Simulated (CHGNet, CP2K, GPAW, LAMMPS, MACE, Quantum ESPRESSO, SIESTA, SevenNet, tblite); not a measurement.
# Glassy 67P2O5-33MgO (mol %) (80 atoms) in tblite

How near does tblite come to plane waves for glassy 67P2O5-33MgO (mol %) (80 atoms)?

Method: the method is named at each step, in tblite 0.8.0.

### 1. The starting structure

The cell holds 80 atoms: 20 P, 5 Mg and 55 O. Its edges and angles: a = 9.952 Å, b = 9.952 Å, c = 9.952 Å, α = 90.0°, β = 90.0°, γ = 90.0°. 80 atoms (20 P, 5 Mg, 55 O) placed at random at 2.73 g/cm³, melted at 4000 K for 10 ps at fixed volume with the Morse and Coulomb pair potential with partial charges (Pedone, Malavasi, Menziani, Cormack and Segre, J. Phys. Chem. B 110, 11780 (2006)). Quenched from 4000 K to 300 K at 25 K/ps and fixed volume, held 5 ps.

The yardstick, on the same geometry:

```
method                                           : Kohn-Sham DFT, PBE, SSSP efficiency 1.3.0 pseudopotentials, plane waves (Quantum ESPRESSO 7.5); sssp-pbe-1.3.0-efficiency, cutoffs 60/480 Ry, Γ point
r.m.s. force component                           : 1.327 eV/Å
longest force                                    : 6.098 eV/Å
pressure                                         : -0.9017 GPa
gap (highest filled to lowest empty level) : 1.237 eV
time                                             : 2.5 min on 4 MPI ranks of Arm Neoverse V1, shared host
CPU time                                         : 9.9 min
```

### 2. GFN1-xTB

Method: GFN1-xTB tight binding, diagonalisation.

run.py

```python
import numpy as np
from ase.io import read
from tblite.ase import TBLite

atoms = read("structure.xyz")
atoms.calc = TBLite(method="GFN1-xTB", electronic_temperature=580, accuracy=1.0, max_iterations=250, mixer_damping=0.4, verbosity=1)
energy = atoms.get_potential_energy()
forces = atoms.get_forces()
print(f"energy {energy:.6f} eV")
print("forces (eV/A)")
for i, (a, f) in enumerate(zip(atoms, forces)):
    print(f"{i:4d} {a.symbol:2s} {f[0]:10.5f} {f[1]:10.5f} {f[2]:10.5f}")
stress = -atoms.get_stress(voigt=False) * 160.21766
print("stress (GPa, compression positive)")
for row in stress:
    print(" ".join(f"{x:10.4f}" for x in row))
print("charges (e)")
print(np.array2string(atoms.get_charges(), precision=4, suppress_small=True, max_line_width=110, threshold=100000))
```

structure.xyz

```xyz
80
Lattice="9.95170 0.00000 0.00000 0.00000 9.95170 0.00000 0.00000 0.00000 9.95170" Properties=species:S:1:pos:R:3 pbc="T T T"
P 2.82171 4.73960 3.26665
P 8.40481 2.73632 0.28532
P 0.27317 8.86687 6.49607
P 8.55806 1.61606 5.43721
P 0.94710 3.73846 5.65635
P 6.98390 4.92908 3.84773
P 7.10541 7.96216 2.96650
P 2.71433 7.24543 7.85647
P 2.53589 2.50763 8.03908
P 0.31557 0.48107 9.30653
P 0.21635 7.96295 3.52002
P 1.86385 0.31487 2.11115
P 5.58181 8.41426 5.69884
P 8.57817 6.53727 7.77875
P 4.66476 5.46856 5.96555
P 7.72013 8.46193 0.00677
P 7.07307 1.21749 2.63372
P 4.34849 2.42384 1.95451
P 3.26217 0.34960 4.96212
P 4.28062 7.12492 1.60103
Mg 0.02249 4.56375 2.78279
Mg 4.61450 4.57519 9.28872
Mg 4.94898 0.18401 8.53796
Mg 1.13061 5.04133 9.89418
Mg 6.88210 3.74532 7.44815
O 7.77944 1.93431 1.47176
O 2.22381 6.63331 9.16343
O 5.60579 1.69706 2.59371
O 4.23514 9.07734 5.29042
O 4.67591 6.29127 0.43768
O 3.75199 8.28897 8.09581
O 3.20972 1.36617 1.67567
O 4.01521 1.67597 4.98610
O 5.26664 6.96997 5.84324
O 3.75080 3.52629 2.84619
O 9.32156 1.68552 9.58269
O 9.09466 0.23874 5.81289
O 7.04202 9.68002 2.40572
O 5.95251 4.88569 4.97535
O 1.40906 1.59964 8.55050
O 0.53809 8.34032 4.98739
O 0.97338 8.85453 2.52873
O 1.93909 3.06970 6.69162
O 7.26574 6.44850 3.49713
O 5.01735 4.59589 7.15746
O 7.78024 7.47711 8.80934
O 8.38192 4.29784 4.03780
O 9.15059 7.68012 6.85334
O 1.25451 0.17485 0.56546
O 7.63057 5.65953 7.08412
O 9.87885 2.56983 5.43572
O 0.79335 1.32368 2.59948
O 6.50712 9.39530 9.70778
O 0.54396 6.51090 3.35949
O 3.65476 5.12204 4.80816
O 1.53475 7.99380 7.13398
[... 20 atom lines left out ...]
O 7.41780 3.29083 9.23926
O 3.62321 6.05740 2.60595
O 5.55315 7.60230 2.39647
O 0.39120 4.96431 6.28987
```

Started as:

```sh
$ OMP_NUM_THREADS=1 python run.py > output.txt
```

The program printed:

```text
------------------------------------------------------------
  cycle        total energy    energy error   density error
------------------------------------------------------------
      1     -295.5686980122  -2.9665430E+02   1.0660754E+00
      2     -284.0801926402   1.1488505E+01   1.0459294E+00
      3     -299.4347962584  -1.5354604E+01   6.2587200E-01
      4     -318.3088077376  -1.8874011E+01   9.4318323E-02
      5     -316.6366501996   1.6721575E+00   1.4009019E-01
      6     -318.7847658321  -2.1481156E+00   3.5154148E-02
      7     -318.7393035577   4.5462274E-02   3.4439348E-02
      8     -318.8213228602  -8.2019302E-02   1.5788847E-02
      9     -318.8335253183  -1.2202458E-02   6.5574813E-03
     10     -318.8358022384  -2.2769201E-03   3.2525902E-03
     11     -318.8365721816  -7.6994324E-04   7.8604442E-04
     12     -318.8365811101  -8.9285094E-06   5.6034766E-04
     13     -318.8366133494  -3.2239301E-05   1.0272511E-04
     14     -318.8366132514   9.7969121E-08   9.3223157E-05
     15     -318.8366138394  -5.8797679E-07   4.9676356E-05
     16     -318.8366139851  -1.4567905E-07   1.9216570E-05
------------------------------------------------------------
 total:                                   4.187 sec
energy -8675.986182 eV
forces (eV/A)
   0 P     0.26554    2.10564   -1.08311
   1 P     1.58750    4.74603   -0.46483
   2 P     3.01206   -0.70872   -0.15584
   3 P     0.87719    0.38198    1.13295
   4 P    -0.74099    3.23208    2.16786
   5 P     1.17244   -2.39700   -3.91382
   6 P    -1.40597   -1.50572    0.08844
   7 P     0.49809    0.63556    2.07687
   8 P     1.14350   -0.52108    1.45619
   9 P     1.32539   -1.66095   -0.74050
  10 P     1.49520   -1.78909   -1.12940
  11 P    -3.39367    3.29026    4.12663
  12 P     1.05713    4.28613    0.59679
  13 P     1.47058   -1.22535    1.44092
  14 P    -1.47306   -0.07093   -0.45215
  15 P    -2.69780    3.53310   -0.48205
  16 P    -0.10676   -1.76749    0.65172
  17 P    -1.42777   -0.04414   -3.27027
  18 P    -0.51813    4.36546    1.52928
  19 P    -1.04121    1.74187    0.37343
  20 Mg   -0.33844   -0.15264    0.41781
  21 Mg   -0.62547    0.37849    0.60625
  22 Mg   -0.05981   -1.37660   -0.44510
  23 Mg    0.48230    0.69542   -0.44142
[...]
72 O    -0.24838   -1.04364   -0.84677
  73 O     0.22052    0.90885   -0.34126
  74 O     0.92211    0.12968    0.26607
  75 O     0.02001    0.03404   -0.19268
  76 O     0.08882   -0.69248    0.58113
  77 O    -0.65637   -0.86953    1.67235
  78 O     0.20350    0.89038    0.11979
  79 O     0.00746   -1.36503   -0.61601
stress (GPa, compression positive)
    1.8889    -0.5599    -1.0517
   -0.5599     1.2970     0.8375
   -1.0517     0.8375     2.7929
charges (e)
[ 0.5854  0.5621  0.5831  0.5707  0.5573  0.5505  0.5864  0.5557  0.5616  0.5747  0.5575  0.5881  0.5564
  0.5616  0.5782  0.5577  0.5697  0.5696  0.5443  0.5568  0.8735  0.8411  0.8404  0.8456  0.8632 -0.1263
 -0.3998 -0.1167 -0.2152 -0.3757 -0.3947 -0.2234 -0.4289 -0.161  -0.1315 -0.1696 -0.2053 -0.1949 -0.2597
 -0.2631 -0.1705 -0.2085 -0.1767 -0.2425 -0.39   -0.2034 -0.4443 -0.2059 -0.1762 -0.3605 -0.175  -0.4737
 -0.4159 -0.3715 -0.2249 -0.2309 -0.27   -0.3761 -0.1303 -0.3608 -0.4534 -0.3401 -0.3886 -0.4166 -0.2261
 -0.446  -0.1782 -0.2366 -0.3619 -0.4007 -0.2127 -0.2292 -0.2899 -0.3755 -0.2399 -0.343  -0.3682 -0.2339
 -0.2477 -0.3295]
```

Elapsed: 4.8 s, on 1 thread of Arm Neoverse V1, shared host; peak memory 0.12 GiB.

Banners, paths, timers and routine set-up lines are dropped from the logs unmarked, and long logs keep their key lines alone; longer cuts are marked.

Against the reference:

| Property | Result |
| --- | --- |
| r.m.s. force component | 1.232 eV/Å |
| r.m.s. difference of force components | 589.8 meV/Å |
| longest difference of force vectors | 2641 meV/Å |
| force difference over r.m.s. force | 44.44 % |
| slope of forces against the reference's | 0.8323 |
| correlation of force components | 0.8964 |
| pressure | 1.993 GPa |
| pressure difference | 2.895 GPa |

Length of the force difference by element (eV/Å):

```csv
element,atoms,mean,most
Mg,5,1.1,1.4
O,55,0.71,1.7
P,20,1.4,2.6
```

Local excerpt of 9 atoms (numbers count through the whole input) about O52, which has 1 bonded neighbour where the commonest count for O is 2; x, y, z are measured from there.

```csv
atom,x,y,z,distance (Å),bonds,Mulliken charge (e),Fx,Fy,Fz (eV/Å)
O52,0.00,0.00,0.00,0.00,1,-0.47,1.40,0.03,-1.00
P12,1.07,-1.01,-0.49,1.55,5,0.59,-3.39,3.29,4.13
O49,0.46,-1.15,-2.03,2.38,2,-0.18,0.49,-0.73,-2.55
O68,1.91,-1.14,0.93,2.41,2,-0.24,0.65,-2.17,-0.66
O42,0.18,-2.42,-0.07,2.43,2,-0.21,-0.01,-1.47,0.04
O32,2.42,0.04,-0.92,2.59,2,-0.22,1.94,1.06,-1.18
O51,-0.87,1.25,2.84,3.22,2,-0.17,-0.80,-1.35,-1.32
O26,-2.97,0.61,-1.13,3.23,2,-0.13,-0.56,-0.56,1.16
O59,-2.96,0.14,1.42,3.29,2,-0.13,0.18,0.43,-0.91
```

Atoms are counted from 1 here, from 0 in the log.

Forces lie 44 % from the reference's, at 0.0081 times its CPU time (on 1 against 4 cores).

### 3. Outcome

* force difference from the reference: tblite GFN1-xTB, 44 %
* its CPU time: 4.8 s

**Reading.** Tight binding differs by 44 % (tblite GFN1-xTB); it is another model, with fitted parameters of its own, and the xTB methods hold dispersion. One electronic-structure run takes under half the reference's CPU time: tblite GFN1-xTB, at 44 % in 4.8 s against 9.9 min; its pressure misses by +2.9 GPa. Periodic xTB results under one method name differ between programs and library versions. The reference's pressure holds the uncorrected Pulay stress of its 60 Ry basis, so small pressure differences, and their order, may be the reference's own error. In our tests on small cells the SSSP efficiency potentials stood apart from two norm-conserving sets, for C–F bonds most and for P–O bonds less, so differences between them and other runs here needn't be the other run's error. The quench rate of 25 K/ps is many orders above laboratory rates, so the cell is likely richer in defects and strain than a real sample. The network of bonds at the start is that of the classical potential that made the cell, and needn't be the one that DFT or experiment would give. The electronic-structure runs sample only Γ, in a cell whose shortest periodic width is 10 Å.

[Also dropped from logs without a mark: logging warnings of Python, and SIESTA's first energy breakdown and zero terms.]

[Logs are printed without paths, hosts, clocks, repeated set-up lines and the standing remarks that a program may print on its own settings, such as how far it seeks lower states.]

[Hosts, paths, dates, database ids (printed as entryN), source tags and the programs' standing remarks are cut or masked in the printed files.]
